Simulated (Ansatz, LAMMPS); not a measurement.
# A frame of liquid 67SiO2-18Na2O-15SrO (mol %) from 2790 K, run at 900 K (111 atoms) in motion

Aim: follow a frame of liquid 67SiO2-18Na2O-15SrO (mol %) from 2790 K, run at 900 K (111 atoms) for a short time with forces from DFT, then look at structure and electrons in the last frame.

Calculated with Ansatz 0.2.0; Kohn-Sham DFT, PBEsol, PAW (set soft_2), plane waves.

## (1) The structure

The cell holds 111 atoms: 26 Si, 14 Na, 6 Sr and 65 O. Cell: a = 11.680 Å, b = 11.680 Å, c = 11.680 Å, α = 90.0°, β = 90.0°, γ = 90.0°. 111 atoms (26 Si, 14 Na, 6 Sr, 65 O) placed at random at 2.73 g/cm³, melted at 4000 K for 10 ps at fixed volume with the Morse and Coulomb pair potential with partial charges (Pedone, Malavasi, Menziani, Cormack and Segre, J. Phys. Chem. B 110, 11780 (2006)). Snapshot at the end of a hold of 10 ps at 2790 K and fixed volume.

What the set-up can't give: The starting topology of bonds comes from the classical model, and needn't be the one that DFT or experiment would give. The cell was made at 2790 K but the dynamics is set to 900 K: the trajectory isn't one at 2790 K. The Brillouin zone is sampled at Γ only, in a cell whose shortest periodic width is 12 Å.

## (2) Dynamics started at 900 K

A Langevin thermostat couples each atom to a heat bath, at the price of damped dynamics. The time step is 1.0 fs.

Contents of input.yaml:

```yaml
crystal:
  lattice:
    - [11.68, 0.0, 0.0]
    - [0.0, 11.68, 0.0]
    - [0.0, 0.0, 11.68]
  atoms:
    - { symbol: Si, position: [0.64472, 0.1895, 0.2779] }
    - { symbol: Si, position: [0.34544, 0.89509, 0.04314] }
    - { symbol: Si, position: [0.52107, 0.23823, 0.02116] }
    - { symbol: Si, position: [0.46594, 0.36208, 0.54432] }
    [... 101 atom lines left out ...]
    - { symbol: O, position: [0.54758, 0.67961, 0.44177] }
    - { symbol: O, position: [0.20483, 0.96308, 0.40178] }
    - { symbol: O, position: [0.73477, 0.54542, 0.78757] }
    - { symbol: O, position: [0.24013, 0.80581, 0.96951] }
    - { symbol: O, position: [0.82984, 0.04195, 0.53673] }
    - { symbol: O, position: [0.13809, 0.66358, 0.64544] }
kpoints:
  mp_grid: { grid: [1, 1, 1] }
hamiltonian:
  xc: pbesol
scf:
  occupations: { method: fermi_dirac, width: 0.078 }
output:
  forces: true
md:
  timestep: 1.0
  n_steps: 134
  ensemble: nvt_langevin
  temperature: 900
  initial_velocities: maxwell_boltzmann
  seed: 1764
```

Run with:

```
$ ansatz run input.yaml --threads 4 --pin off --max-ram 8192MiB --backend cpu --events-out ev --progress --plain --runs-dir out
```

Wall time 36 min (4 threads of Arm Neoverse V1, shared host); peak memory 2.3 GiB.

The program notes that it switched symmetry off.

The trajectory, sampled:

```tsv
time (fs)	T (K)	potential (meV/atom)
0.0	892	0.0
9.0	1952	-156.1
18.0	1574	-125.8
27.0	1822	-176.3
36.0	1608	-171.6
45.0	1689	-200.4
54.0	1759	-225.9
63.0	1791	-255.0
71.0	1677	-254.0
80.0	1758	-279.4
89.0	1542	-273.9
98.0	1497	-275.9
107.0	1427	-281.9
116.0	1455	-293.6
125.0	1403	-289.2
134.0	1359	-303.1
```

Mean square displacement from the first frame to the last: Si 0.27 Å², Na 1.1 Å², Sr 0.34 Å², O 0.50 Å².

Mean square displacement against time lag:

```tsv
time lag (fs)	Na (Å²)	O (Å²)	Si (Å²)	Sr (Å²)
1.0	2.0e-4	2.5e-4	1.4e-4	3.8e-5
3.0	0.00177	0.00222	0.00126	3.4e-4
6.0	0.00709	0.00865	0.00485	0.00135
12.0	0.0281	0.0311	0.0170	0.00529
14.0	0.0380	0.0404	0.0218	0.00714
17.0	0.0555	0.0551	0.0291	0.0104
20.0	0.0760	0.0702	0.0362	0.0142
23.0	0.0993	0.0854	0.0429	0.0185
28.0	0.144	0.111	0.0532	0.0266
31.0	0.173	0.126	0.0590	0.0320
34.0	0.205	0.141	0.0649	0.0377
36.0	0.227	0.151	0.0689	0.0417
39.0	0.262	0.167	0.0752	0.0481
45.0	0.335	0.197	0.0883	0.0617
47.0	0.361	0.207	0.0927	0.0665
50.0	0.400	0.221	0.0991	0.0740
53.0	0.441	0.234	0.105	0.0818
56.0	0.482	0.247	0.111	0.0898
61.0	0.551	0.267	0.121	0.104
64.0	0.593	0.279	0.126	0.112
67.0	0.635	0.290	0.132	0.121
```

Over the second half of 134 fs the temperature averages 1522 K, falling from about 1722 to 1378 K (means over the first and last quarter of that half). From first frame to last Na has the largest mean square displacement, 1.1 Å² at the end; the farthest move is 1.75 Å. The mean temperature of 1522 K lies well off the 900 K of the input, so the thermostat hasn't yet brought the run to equilibrium. The run spans 0.13 ps, too short for its means to be equilibrium values.

## (3) Distances and neighbours late in the run

The g(r) is a mean over the second half.

Density 2.73 g/cm³, 14.36 Å³ an atom.

Mean of 15 frames. g(r), total and by pair (bins of 0.2 Å):

```tsv
r (Å)	total	O-O	O-Si	O-Na	O-Sr	Si-Si	Si-Na
1.40	0.08	0.00	0.28	0.00	0.00	0.00	0.00
1.60	2.69	0.00	9.80	0.00	0.00	0.00	0.00
1.80	1.06	0.00	3.84	0.06	0.00	0.00	0.00
2.00	0.18	0.00	0.29	0.64	0.00	0.00	0.00
2.20	0.37	0.09	0.02	1.65	1.32	0.00	0.00
2.40	0.78	0.92	0.01	2.04	2.22	0.00	0.08
2.60	1.46	2.89	0.09	1.67	2.26	0.00	0.45
2.80	1.30	2.67	0.09	0.91	1.33	1.00	1.31
3.00	0.90	1.02	0.44	0.88	0.53	2.67	1.56
3.20	0.96	0.68	0.48	1.20	0.75	3.08	2.13
3.40	0.92	0.62	0.91	0.83	1.11	1.23	1.85
3.60	0.86	0.60	1.02	0.75	0.51	0.43	1.55
3.80	1.01	0.73	1.44	0.78	0.71	0.47	1.35
4.00	1.02	0.78	1.66	0.70	0.73	0.29	0.96
4.20	1.13	0.85	1.69	1.03	1.06	0.95	0.52
4.40	1.08	1.05	1.28	1.04	1.07	1.27	0.24
4.60	0.99	1.13	0.88	1.02	1.20	0.95	0.49
4.80	0.97	1.21	0.66	0.94	1.40	1.15	0.56
5.00	1.06	1.36	0.79	1.07	1.15	1.04	0.76
5.20	1.08	1.22	0.90	1.19	1.07	1.16	1.04
5.40	1.04	1.03	0.98	1.12	1.04	1.10	1.14
5.60	0.94	0.84	0.98	1.07	0.84	0.95	1.11
```

## (4) Single point at the last frame

The last frame is solved once more, with the analyses that the dynamics left out.

Contents of input.yaml:

```yaml
crystal:
  lattice:
    - [11.68, 0.0, 0.0]
    - [0.0, 11.68, 0.0]
    - [0.0, 0.0, 11.68]
  atoms:
    - { symbol: Si, position: [0.65719, 0.20448, 0.2862] }
    - { symbol: Si, position: [0.3429, 0.85593, 0.0183] }
    - { symbol: Si, position: [0.49883, 0.17264, 0.07612] }
    - { symbol: Si, position: [0.46707, 0.38663, 0.52264] }
    [... 101 atom lines left out ...]
    - { symbol: O, position: [0.55297, 0.66171, 0.5121] }
    - { symbol: O, position: [0.16582, 0.97437, 0.41182] }
    - { symbol: O, position: [0.74521, 0.62753, 0.80387] }
    - { symbol: O, position: [0.24616, 0.76839, 0.96915] }
    - { symbol: O, position: [0.81821, 0.07225, 0.507] }
    - { symbol: O, position: [0.13023, 0.63041, 0.65235] }
kpoints:
  mp_grid: { grid: [1, 1, 1] }
hamiltonian:
  xc: pbesol
scf:
  occupations: { method: fixed }
output:
  forces: true
  stress: true
  populations: intrinsic
  dos:
    method: { smearing: { sigma: 0.08 } }
    de: 0.1
    projected: { site_lists: { Na: [Na], O: [O], Si: [Si], Sr: [Sr] } }
  eigenvalues: true
  write_density: true
  write_potential: true
  volumetric_format: npy
```

Wall time 44 s (4 threads); peak memory 2.2 GiB.

The run gave:

```yaml
free_energy: -94330.7151 eV
free_energy_per_atom: -849.8263 eV/atom
scf_cycles: 10
pressure: -2.675 GPa
r_m_s_force_component: 1.461 eV/Å
longest_force: 6.56 eV/Å
fermi_energy: 4.636 eV
spacing_of_highest_filled_and_lowest_empty_level: 1.954 eV
```

Length of the force by element:

```tsv
element	coordination	atoms	mean length of the force (eV/Å)	spread	least	most
Na	all	14	1.27	0.910	0.238	3.47
O	all	65	2.14	1.17	0.721	6.56
Si	all	26	2.97	1.34	0.615	6.48
Sr	all	6	1.35	0.717	0.426	2.30
```

Intrinsic-atomic-orbital charges by element:

```tsv
element	coordination	atoms	mean charge (e)	spread	least	most
Na	all	14	0.788	0.0136	0.767	0.818
O	all	65	-0.966	0.108	-1.18	-0.789
Si	all	26	1.57	0.0556	1.39	1.69
Sr	all	6	1.81	0.0063	1.80	1.82
```

States in the cell by windows of 1 eV, zero at the Fermi level; the larger projections on atomic orbitals stand beside the total:

```tsv
from (eV)	to (eV)	total	O p	Si p
-14	-12	0.0	0.0	0.0
-12	-11	2.0	1.3	0.1
-11	-10	6.2	4.0	0.4
-10	-9	15.1	10.1	1.4
-9	-8	16.7	11.6	2.1
-8	-7	23.4	17.2	4.4
-7	-6	23.6	17.9	3.7
-6	-5	39.6	32.0	3.7
-5	-4	59.6	50.6	4.0
-4	-3	72.9	65.5	2.8
-3	-2	65.2	60.4	1.7
-2	-1	55.6	52.3	1.2
-1	0	9.5	8.9	0.2
0	1	0.6	0.5	0.0
1	2	1.8	0.1	0.1
2	3	2.2	0.4	0.4
3	4	11.3	1.6	1.4
4	5	26.1	3.4	5.4
```

The curve was stored every 0.10 eV, coarse against its broadening of 0.08 eV, so these counts are rough.

With fixed occupations the program's Fermi level is the highest filled level; weight inside the gap is the broadening of levels at its edges.

Between -26 and -14 eV lie 250 more states.

The stored curve holds about 640 of the 680 electrons; the rest, give or take the few that broadening carries across the Fermi level, lie in deeper levels below its range.

The levels nearest the highest filled one (over half full), pooled over k-points and spins:

```tsv
level less the highest filled one (eV)	occupation
-1.00	2
-0.938	2
-0.736	2
-0.648	2
-0.295	2
0	2
1.95	0
2.76	0
3.34	0
3.45	0
3.60	0
3.78	0
```

Mean intrinsic-atomic-orbital charges: Na +0.79, O -0.97, Si +1.57, Sr +1.81 e.

## (5) Summary of results

```
mean temperature, second half                    : 1522 K
temperature swing, second half                   : 137.9 K
free energy per atom                             : -849.8263 eV/atom
pressure                                         : -2.675 GPa
r.m.s. force component                           : 1.461 eV/Å
gap (highest filled to lowest empty level) : 1.954 eV
wall time of the 2 DFT runs                      : 37 min
```

What this shows: Over the second half of 134 fs the temperature averages 1522 K, falling from about 1722 to 1378 K (means over the first and last quarter of that half). The mean temperature of 1522 K lies well off the 900 K of the input, so the thermostat hasn't yet brought the run to equilibrium. The run spans 0.13 ps, too short for its means to be equilibrium values. Between filled and empty levels lie 1.95 eV (at Γ alone); a semilocal functional tends to put such gaps too low. In a disordered cell it changes from sample to sample and from frame to frame.

What to keep in mind: The pressure of -2.7 GPa is that of one thermal frame at a volume set beforehand, without the kinetic term.

[Logs are printed without paths, hosts, clocks, repeated set-up lines and the standing remarks that a program may print on its own settings, such as how far it seeks lower states.]

[Hosts, paths, dates, database ids (printed as entryN), source tags and the programs' standing remarks are cut or masked in the printed files.]
